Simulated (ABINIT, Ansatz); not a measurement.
# LaBiS2O (P4/nmm): G0W0 with ABINIT, start to end

Aim: the G0W0 gap of LaBiS2O (P4/nmm) on PBEsol, step by step.

Main program and level: ABINIT 10.8.3; PBEsol and many-body steps on it, plane waves.

Most raw output is cut from this account.

## Step 1: Starting point

It takes space group P4/nmm (No. 129, tetragonal). Conventional cell: a = 4.055 Å, b = 4.055 Å, c = 14.173 Å, α = 90.00°, β = 90.00°, γ = 90.00°. La has 4 O at 2.38 Å and 4 S at 3.21 Å nearest. Nearest to Bi lie 5 S at 2.52 to 2.88 Å. Nearest to S lie 4 Bi at 2.88 Å. Nearest to S lie 1 Bi at 2.52 Å and 4 La at 3.21 Å. Nearest to O lie 4 La at 2.38 Å. Farther neighbours and most contacts between anions are not listed.

The cell and positions are those that the Materials Project relaxed with its own functionals (PBE, PBE+U or r2SCAN), kept fixed. Spin-orbit coupling is left out unless a step names it.

## Step 2: Ground state

This step: ABINIT 10.8.3; DFT, PBEsol, plane waves, norm-conserving pseudopotentials.

The ground-state density comes first.

run.abi reads:

```
acell 3*1.0 Angstrom
rprim 
  4.055497000000 0.000000000000 0.000000000000
  0.000000000000 4.055497000000 0.000000000000
  0.000000000000 0.000000000000 14.173265000000
ntypat 4
znucl 57 83 16 8
natom 10
typat 1 1 2 2 3 3 3 3 4 4
xred 
  0.500000000000 0.000000000000 0.587742000000
  0.000000000000 0.500000000000 0.412258000000
  0.000000000000 0.500000000000 0.867775000000
  0.500000000000 0.000000000000 0.132225000000
  0.500000000000 0.000000000000 0.890020000000
  0.000000000000 0.500000000000 0.109980000000
  0.000000000000 0.500000000000 0.690201000000
  0.500000000000 0.000000000000 0.309799000000
  0.000000000000 0.000000000000 0.500000000000
  0.500000000000 0.500000000000 0.500000000000
pp_dirpath "pseudos"
pseudos "La.upf, Bi.upf, S.upf, O.upf"
ecut 50
ngkpt 4 4 1
nshiftk 1
shiftk 0 0 0
kptopt 1
chksymbreak 0
nband 53
occopt 1
tolvrs 1e-08
nstep 60
prtwf 0
optforces 0
optstress 0
indata_prefix "in"
outdata_prefix "out"
tmpdata_prefix "tmp"
```

Started as:

```bash
OMP_NUM_THREADS=1 mpirun -n 4 abinit run.abi > log
```

Wall time 6.1 min (4 MPI ranks of Arm Neoverse V2, shared host); peak memory 0.87 GiB; 24 min of CPU time.

Numbers from this step:

| Item | Value |
| --- | --- |
| total energy | -8479.2905 eV |
| gap | 0.8512 eV |
| k of the valence top | 0.5, 0, 0 |
| k of the conduction bottom | 0.5, 0, 0 |
| least direct gap | 0.8512 eV |

The gap is direct, at (0.500, 0.000, 0.000).

## Step 3: Empty states on the mesh, 4×4×1 mesh, 253 bands

The sums over transitions need many empty states on a uniform mesh; this step solves for them.

run.abi: that of step 2 with these lines changed.

```diff
@@ -28,9 +28,10 @@
 chksymbreak 0
-nband 53
-occopt 1
-tolvrs 1e-08
+iscf -2
+irdden 1
+istwfk *1
+nband 253
+nbdbuf 22
+tolwfr 1e-09
 nstep 60
-prtwf 0
-optforces 0
-optstress 0
+prtvol 0
 indata_prefix "in"
```

Run time: 11 min. Hardware: 4 MPI ranks; peak memory 1.2 GiB; 45 min of CPU time.

This step gave:

| Quantity | Value |
| --- | --- |
| gap | 0.8512 eV |
| k of the valence top | 0.5, 0, 0 |
| k of the conduction bottom | 0.5, 0, 0 |
| least direct gap | 0.8512 eV |
| k points computed | 6 |
| lowest point of the top converged band, above the valence top | 40.85 eV |

On this mesh the gap is 0.851 eV.

## Step 4: Screening, 4×4×1 mesh, 231 bands, screening to 149.7 eV

The RPA dielectric matrix is built and inverted for each q.

This step: RPA screening on PBEsol, plane waves, norm-conserving pseudopotentials.

run.abi: that of step 3 with these lines changed.

```diff
@@ -28,10 +28,11 @@
 chksymbreak 0
-iscf -2
-irdden 1
 istwfk *1
-nband 253
-nbdbuf 22
-tolwfr 1e-09
-nstep 60
-prtvol 0
+occopt 1
+irdwfk 1
+optdriver 3
+nband 231
+ecuteps 5.5
+inclvkb 2
+awtr 1
+symchi 1
 indata_prefix "in"
```

The job ended after 14 min (4 MPI ranks; peak memory 8.6 GiB; 55 min of CPU time).

Numbers from this step:

```
ε∞ with local fields, on this mesh, along the program's q direction : 25.12
the same without local fields                                       : 27.47
plasma frequency                                                    : 22.82 eV
plane waves in the screening matrix                                 : 949
```

Local fields lower ε∞ by 9 %. On a Γ-centred mesh this coarse the value itself is usually too large, while a short band sum pulls it down.

## Step 5: Self-energy, 4×4×1 mesh, 231 bands, screening to 149.7 eV

The self-energy is evaluated for the states that the input lists, and the levels follow from it, in one-shot runs by the linearised quasiparticle equation.

This step: G0W0 on PBEsol, plane waves, norm-conserving pseudopotentials.

run.abi: that of step 4 with these lines changed.

```diff
@@ -31,8 +31,17 @@
 irdwfk 1
-optdriver 3
+optdriver 4
 nband 231
+gwcalctyp 0
+ecutsigx 50
+symsigma 1
+nkptgw 2
+kptgw 
+  0.5000000000 0.0000000000 0.0000000000
+  0.0000000000 0.0000000000 0.0000000000
+bdgw 
+  43 46
+  43 46
 ecuteps 5.5
-inclvkb 2
-awtr 1
-symchi 1
+irdscr 1
+ppmodel 1
 indata_prefix "in"
```

Wall time 2.2 min (4 MPI ranks); peak memory 6 GiB.

Numbers from this step:

```yaml
g0w0_gap_on_the_points_computed: 1.048 eV
starting_gap_on_the_mesh: 0.8512 eV
k_of_the_valence_top: 0.5, 0, 0
k_of_the_conduction_bottom: 0.5, 0, 0
z_at_the_valence_top: 0.778
z_at_the_conduction_bottom: 0.795
least_direct_g0w0_gap_on_the_computed_points: 1.048 eV
```

The gap on the mesh goes from 0.85 eV to 1.05 eV, a correction of +0.20 eV.

Limits: finite bands, cutoff and mesh; exchange with frozen shells missing; no spin-orbit coupling; coarse k mesh. v1 is the top filled band, c1 the lowest empty one. The levels before and after the correction (eV, zero at the valence-band top of each column):

```csv
,conduction bottom,valence top
Kohn-Sham,0.85,0.00
G0W0,1.05,0.00
```

```csv
,level,energy (eV)
Kohn-Sham,(0.5 0 0) v2-v1,0.000
Kohn-Sham,(0.5 0 0) c1-c2,0.851
G0W0,(0.5 0 0) v2-v1,0.000
G0W0,(0.5 0 0) c1-c2,1.048
```

## Step 6: Where the time went

Times are wall times on 4 MPI ranks of Arm Neoverse V2, shared host, good to a factor of about two.

```csv
step,time,share,memory (GiB)
ground state,6.1 min,18 %,0.87
empty states on the mesh,11 min,34 %,1.2
screening,14 min,41 %,8.6
self-energy,2.2 min,7 %,6.0
```

## Step 7: Outcome

```yaml
pbesol_gap: 0.85 eV, direct
g0w0_gap_on_the_mesh: 1.05 eV
gw_settings: 4×4×1 mesh, 231 bands, screening to 149.7 eV, Godby-Needs plasmon pole
known_limits: not at the basis limit; exchange with frozen shells missing; mesh may overstate the screening; no spin-orbit coupling; coarse k mesh
```

What this shows: G0W0 moves the gap on the mesh from 0.85 eV to 1.05 eV (+0.20 eV), with Z of 0.78 and 0.80 at the edges. Local fields lower the RPA ε∞ on this mesh from 27.47 to 25.12; a Γ-centred mesh this coarse tends to raise both, most where the direct gap is narrow, while a short band sum lowers them. Only 2 of the mesh's irreducible points were corrected, so a valley elsewhere could overtake. Bands and cutoff are finite, so the gap is not at the basis limit. The miss can reach some tenths of an eV and take either sign; the mesh is an error of its own. In the G0W0 run levels were corrected at 2 k points alone, so a gap called «on the mesh» is the least over those, and an edge elsewhere would be missed. The 4×4×1 mesh is coarse for this cell, which bears on the long-range parts of exchange and screening. Where an edge is built on 6p states of lead, bismuth or thallium, scalar-relativistic gaps usually stand too wide, by a few tenths to over one eV. The norm-conserving file of at least one element keeps a d shell over frozen s and p shells of the same row. Exchange with those shells is missing from the self-energy, an error of 0.3 to 0.9 eV in cases checked, whose sign depends on which edge lies on those atoms. The RPA ε∞ on this mesh reaches over 25; with a narrow direct gap a coarse mesh can overstate it, and the correction is then too small. The many-body steps are scalar-relativistic: spin-orbit coupling is not in them.

[Paths, hosts, dates, memory and timing lines, banners, echoed tables and standing remarks are left out of the program output.]

[Logs are printed without paths, hosts, clocks, repeated set-up lines and the standing remarks that a program may print on its own settings, such as how far it seeks lower states.]

[Runs of the session that timed out or met a known fault of the program may be left out.]

[Hosts, paths, dates, database ids (printed as entryN), source tags and the programs' standing remarks are cut or masked in the printed files.]

[G0W0 gaps are taken among the corrected bands and points alone; a level outside them can change the order at an edge.]

[Where Ansatz stands beside ABINIT at settings called matched, ABINIT's density can come from a denser mesh and the files from another edition; pairs whose starting gaps differed by over 0.03 eV were left out, so agreement reads better than it is.]
